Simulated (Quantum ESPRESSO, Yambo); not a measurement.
# A GW chain in Yambo: BaTiO3 (P4mm), part 3 of 3

Aim: the G0W0 gap of BaTiO3 (P4mm) on PBE, step by step.

Quantum ESPRESSO 7.5 and Yambo 5.3.0; PBE and many-body steps on it, plane waves. Known limits of the many-body steps: not at the basis limit; no spin-orbit coupling; coarse k mesh.

So far. Step 3 (Bands along the symmetry lines): The gap is 1.845 eV, as in the run before at this level. Step 4 (Empty states on the mesh, 4×4×4 mesh, 432 bands): On this mesh the gap is 1.845 eV.

The database entry behind the starting cell differs from later determinations by our own check (c/a about 0.6 % short), so it need not match the best structure at ambient conditions.

### 6. Screening and self-energy, 4×4×4 mesh, 188 bands, screening to 176.9 eV

Now the one-shot GW correction: screening in the RPA, then the self-energy of the levels asked for.

This step: G0W0 on PBE, plane waves, norm-conserving pseudopotentials.

gw2.in

```
HF_and_locXC
gw0
dyson
ppa
em1d
rim_cut
RandQpts= 1000000
RandGvec= 1 RL
EXXRLvcs= 76 Ry
VXCRLvcs= 304 Ry
Chimod= "HARTREE"
% BndsRnXp
 1 | 188 |
%
NGsBlkXp= 13 Ry
% LongDrXp
 1 | 1 | 1 |
%
% GbndRnge
 1 | 188 |
%
DysSolver= "n"
ExtendOut
PPAPntXp= 27.21138 eV
% QPkrange
 18 | 18 | 19 | 22 |
 1 | 1 | 19 | 22 |
%
```

Launch:

```bash
$ OMP_NUM_THREADS=1 mpirun -n 8 yambo -F gw2.in -J gw2 -C gw2 > gw2.log
```

Log:

```text
 Yambo, version 5.3.0

 [02] CORE Variables Setup
 =========================

  [... cell, symmetries and grids as in the set-up ...]

  [02.05] Energies & Occupations
  ==============================

  [X] === General ===
  [X] Electronic Temperature                        :  0.000000  0.000000 [eV K]
  [X] Bosonic    Temperature                        :  0.000000  0.000000 [eV K]
  [X] Finite Temperature mode                       : no
  [X] El. density                                   :  0.62226E+24 [cm-3]
  [X] Fermi Level                                   :  10.42650 [eV]

  [X] === Gaps and Widths ===
  [X] Conduction Band Min                           :  1.844945 [eV]
  [X] Valence Band Max                              :  0.000000 [eV]
  [X] Filled Bands                                  :  20
  [X] Empty Bands                                   :    21   432
  [X] Direct Gap                                    :  2.185194 [eV]
  [X] Direct Gap localized at k                     :  1
  [X] Indirect Gap                                  :  1.844945 [eV]
  [X] Indirect Gap between kpts                     :  18   1
  [X] Last valence band width                       :  0.921445 [eV]
  [X] 1st conduction band width                     :  2.384365 [eV]

 [03] Transferred momenta grid and indexing
 ==========================================

 IBZ Q-points                                      :  18
 BZ  Q-points                                      :   64

 K/Q-points units:
 rlu = crystal or reduced units; cc = cartesian coordinates; iku = interal k-units

 Q [ 1]         [rlu]:  0.000000  0.000000  0.000000
 Q [ 2]         [rlu]:  0.000000  0.000000  0.250000
 Q [ 3]         [rlu]:  0.000000  0.000000 -0.500000
 Q [ 4]         [rlu]:  0.000000  0.250000  0.000000
 Q [ 5]         [rlu]:  0.000000  0.250000  0.250000
 Q [ 6]         [rlu]:  0.000000  0.250000 -0.500000
 Q [ 7]         [rlu]:  0.000000 -0.500000  0.000000
 Q [ 8]         [rlu]:  0.000000 -0.500000  0.250000
 Q [ 9]         [rlu]:  0.000000 -0.500000 -0.500000
 Q [10]         [rlu]:  0.250000  0.250000  0.000000
     [... 6 further rows ...]
 Q [17]         [rlu]: -0.500000 -0.500000  0.250000
 Q [18]         [rlu]: -0.500000 -0.500000 -0.500000

 [04] Coloumb potential Random Integration (RIM)
 ===============================================

  [04.01] RIM initialization
  ==========================

  * Diagonal components only detected *

  8 x (sBL volume)        :  0.071477 [a.u.]
  sBZ random points       :  1000000
  Points outside the sBZ  :   7992674
  RL volume               :  0.571816 [a.u.]
  Integrated volume       :  0.572340 [a.u.]

  [04.02] RIM integrals
  =====================

  Gamma point sphere radius             :  0.075279 [a.u.]
  Points outside the sphere             :   799805
  [Int_sBZ(q=0) 1/q^2]*(Vol_sBZ)^(-1/3) =:  7.678263
                                 should be <:  7.795600

  Summary of Coulomb integrals for non-metallic bands |Q|[au] RIM/Bare

  Q [1] 0.100000E-4 0.984948 * Q [2] 0.206876 1.047531
  Q [4] 0.207818 1.051805 * Q [5] 0.293234 1.049190
  Q [10] 0.293899 1.050618 * Q [11] 0.359408 1.035725
  Q [3] 0.413753 1.019729 * Q [7] 0.415636 1.019337
  Q [6] 0.463012 1.018201 * Q [8] 0.464275 1.017296
  Q [13] 0.464695 1.017702 * Q [12] 0.507512 1.016101
  Q [14] 0.508664 1.015336 * Q [9] 0.586468 1.011933
  Q [16] 0.587797 1.011712 * Q [15] 0.622200 1.010847
  Q [17] 0.623140 1.010401 * Q [18] 0.718817 1.008389

 [WARNING] [Xp] User bands 1-188 break level degeneracy

 [05] Dipoles
 ============

  [05.01] Setup: observables and procedures
  =========================================

  [WARNING] [x,Vnl] slows the Dipoles computation. To neglect it rename the ns.kb_pp file

 [06] Dynamic Dielectric Matrix (PPA)
 ====================================

 [SLK-Inversion]  Pools        :  2
 [SLK-Inversion]  BLACS grid   :  2  2

 [WR./gw2//ndb.pp]---------------------------------------------------------------
  Brillouin Zone Q/K grids (IBZ/BZ)                :   18   64   18   64
  RL vectors                                       :   5983 [WF]
  Coulomb cutoff potential                         : none
  Electronic Temperature                           :  0.000000 [K]
  Bosonic    Temperature                           :  0.000000 [K]
  PPA    diel. fun.  energies                      : Perdew, Burke & Ernzerhof(X)+Perdew, Burke & Ernzerhof(C)
  wavefunctions                                    : Perdew, Burke & Ernzerhof(X)+Perdew, Burke & Ernzerhof(C)
  Global Gauge                                     : length
  X matrix size                                    :   357
  X band range                                     :    1  188
  X e/h energy range                               : -1.000000 -1.000000 [eV]
  X Time ordering                                  : R
  X Hxc Kernel                                     : HARTREE
  X Drude frequency                                :  0.000000  0.000000
  X poles                                          :  100.0000 [o/o]
  RL vectors in the sum                            :   5983
  [r,Vnl] included                                 : yes
  Field direction                                  :  0.577350E-5  0.577350E-5  0.577350E-5
  BZ energy Double Grid                            : no
  BZ energy DbGd points                            : 0
  BZ Q point size factor                           : -1.000000
  X Optical Averaged directions                    : none

 [07] Local Exchange-Correlation + Non-Local Fock
 ================================================

 [VXC] Plane waves :   38811
 [EXS] Plane waves :   4945

 QP @ state[ 1 ] K range:  1  1
 QP @ state[ 1 ] b range:  19  22
 QP @ state[ 2 ] K range:  18  18
 QP @ state[ 2 ] b range:  19  22

 [xc] Functional : Perdew, Burke & Ernzerhof(X)+Perdew, Burke & Ernzerhof(C)
 [xc] LIBXC used to calculate xc functional
  PP Number of Atomic Species                      :  3
  NLCC RL compoments                               :   38811
  PP Number of Atomic Species                      :  3
  NLCC RL compoments                               :   38811

 [xc] E_xc :  -21.67160 [Ha]
      E_xc :  -43.34321 [Ry]

  Local XC kind (lXC) : Perdew, Burke & Ernzerhof(X)+Perdew, Burke & Ernzerhof(C)
  Non-Local XC kind (nlXC) : Hartree-Fock

  Corrections @ K [1] :  [eV]
 <19|nlXC|19> = -24.44838 -0.20562E-16 <19|lXC|19> = -20.02344  0.000000
 <20|nlXC|20> = -24.44845  0.25267E-16 <20|lXC|20> = -20.02344  0.75527E-15
 <21|nlXC|21> = -11.40013 -0.46922E-17 <21|lXC|21> = -18.77758  0.75527E-15
 <22|nlXC|22> = -12.04195 -0.13426E-17 <22|lXC|22> = -19.04558  0.000000

  Corrections @ K [18] :  [eV]
 <19|nlXC|19> = -24.90426 -0.29676E-16 <19|lXC|19> = -19.96267  0.000000
 <20|nlXC|20> = -24.94241  0.58092E-17 <20|lXC|20> = -19.98900  0.15105E-14
 <21|nlXC|21> = -13.11097 -0.67320E-18 <21|lXC|21> = -21.86209 -0.37763E-15
 <22|nlXC|22> = -13.22003 -0.15283E-17 <22|lXC|22> = -21.87814 -0.37763E-15

  [07.01] Hartree-Fock occupations report
  =======================================

  [Hartree-Fock] === General ===
  [Hartree-Fock] Electronic Temperature             :  0.000000  0.000000 [eV K]
  [Hartree-Fock] Bosonic    Temperature             :  0.000000  0.000000 [eV K]
  [Hartree-Fock] Finite Temperature mode            : no
  [Hartree-Fock] El. density                        :  0.62226E+24 [cm-3]
  [Hartree-Fock] Fermi Level                        :  10.42650 [eV]

  [Hartree-Fock] === Gaps and Widths ===
  [Hartree-Fock] Conduction Band Min                :  1.919338 [eV]
  [Hartree-Fock] Valence Band Max                   : -0.036826 [eV]
  [Hartree-Fock] Filled Bands                       :  20
  [Hartree-Fock] Empty Bands                        :    21   432
  [Hartree-Fock] Direct Gap                         :  2.450808 [eV]
  [Hartree-Fock] Direct Gap localized at k          :  2
  [Hartree-Fock] Indirect Gap                       :  1.956164 [eV]
  [Hartree-Fock] Indirect Gap between kpts          :  17   2
  [Hartree-Fock] Last valence band width            :  4.916579 [eV]
  [Hartree-Fock] 1st conduction band width          :  11.06109 [eV]

 [08] Dyson equation: Newton solver
 ==================================

  [08.01] G0W0 (W PPA)
  ====================

  [  GW  ] Bands range     :    1  188
  [GW/PPA] G damping       :  0.100000 [eV]

  QP @ state[ 1 ] K range:  1  1
  QP @ state[ 1 ] b range:  19  22
  QP @ state[ 2 ] K range:  18  18
  QP @ state[ 2 ] b range:  19  22

   Sc/G bands                                       :    1  188
   Sc/G damping                                     :  0.100000 ev
   Sc bands terminator                              : no
   Sx RL components                                 :   4945

   QP @ state[ 1 ] K range                          :  1  1
   QP @ state[ 1 ] b range                          :  19  22
   QP @ state[ 2 ] K range                          :  18  18
   QP @ state[ 2 ] b range                          :  19  22
   GF energies kind                                 : Perdew, Burke & Ernzerhof(X)+Perdew, Burke & Ernzerhof(C)
   GF WF`s kind                                     : Perdew, Burke & Ernzerhof(X)+Perdew, Burke & Ernzerhof(C)
   Xs energies kind                                 : Perdew, Burke & Ernzerhof(X)+Perdew, Burke & Ernzerhof(C)
   Xs WF`s kind                                     : Perdew, Burke & Ernzerhof(X)+Perdew, Burke & Ernzerhof(C)

 [11] Game Over & Game summary
```

Wall time 6.2 min (8 MPI ranks of Intel Xeon 6975P-C (Granite Rapids), shared host); peak memory 5.1 GiB; 49 min of CPU time.

This step gave:

* G0W0 gap on the points computed: 3.305 eV
* starting gap on the mesh: 1.845 eV
* k of the valence top: -0.5, -0.5, -0.5
* k of the conduction bottom: 0, 0, 0
* least direct G0W0 gap on the computed points: 3.663 eV
* Z at the valence top: 0.7612
* Z at the conduction bottom: 0.7759

The gap on the mesh goes from 1.84 eV to 3.31 eV, a correction of +1.46 eV.

Limits: finite bands, cutoff and mesh; no spin-orbit coupling; coarse k mesh. v1 is the top filled band, c1 the lowest empty one. The levels before and after the correction (eV, zero at the valence-band top of each column):

```csv
,conduction bottom,valence top
Kohn-Sham,1.84,0.00
G0W0,3.31,0.00
```

```csv
,level,energy (eV)
Kohn-Sham,Γ v2-v1,-0.340
Kohn-Sham,Γ c1,1.845
Kohn-Sham,Γ c2,2.161
Kohn-Sham,(-0.5 -0.5 -0.5) v2,-0.139
Kohn-Sham,(-0.5 -0.5 -0.5) v1,0.000
Kohn-Sham,(-0.5 -0.5 -0.5) c1,4.229
Kohn-Sham,(-0.5 -0.5 -0.5) c2,4.252
G0W0,Γ v2-v1,-0.357
G0W0,Γ c1,3.305
G0W0,Γ c2,3.642
G0W0,(-0.5 -0.5 -0.5) v2,-0.165
G0W0,(-0.5 -0.5 -0.5) v1,0.000
G0W0,(-0.5 -0.5 -0.5) c1,5.886
G0W0,(-0.5 -0.5 -0.5) c2,5.987
```

### 7. Where the time went

Times are wall times on the hardware named with each run, good to a factor of about two.

```csv
step,time,share,memory (GiB)
ground state,9.6 s,2 %,0.71
bands along the symmetry lines,7.2 s,2 %,0.58
empty states on the mesh,62 s,14 %,1.4
conversion and set-up,3.9 s,1 %,0.25
screening and self-energy,6.2 min,82 %,5.1
```

### 8. Results

```json
{"PBE gap": "1.84 eV, indirect", "G0W0 gap on the mesh": "3.31 eV", "GW settings": "4×4×4 mesh, 188 bands, screening to 176.9 eV, Godby-Needs plasmon pole", "known limits": "not at the basis limit; no spin-orbit coupling; coarse k mesh"}
```

G0W0 moves the gap on the mesh from 1.84 eV to 3.31 eV (+1.46 eV), with Z of 0.76 and 0.78 at the edges. Only 2 of the mesh's irreducible points were corrected, so a valley elsewhere could overtake. The dearest step here is «screening and self-energy». Bands and cutoff are finite, so the gap is not at the basis limit. The miss can reach some tenths of an eV and take either sign; the mesh is an error of its own. In the G0W0 run levels were corrected at 2 k points alone, so a gap called «on the mesh» is the least over those, and an edge elsewhere would be missed. The 4×4×4 mesh is coarse for this cell, which bears on the long-range parts of exchange and screening. The many-body steps are scalar-relativistic: spin-orbit coupling is not in them.

[Paths, hosts, dates, memory and timing lines, banners, echoed tables and standing remarks are left out of the program output.]

[Logs are printed without paths, hosts, clocks, repeated set-up lines and the standing remarks that a program may print on its own settings, such as how far it seeks lower states.]

[Runs of the session that timed out or met a known fault of the program may be left out.]

[Hosts, paths, dates, database ids (printed as entryN), source tags and the programs' standing remarks are cut or masked in the printed files.]
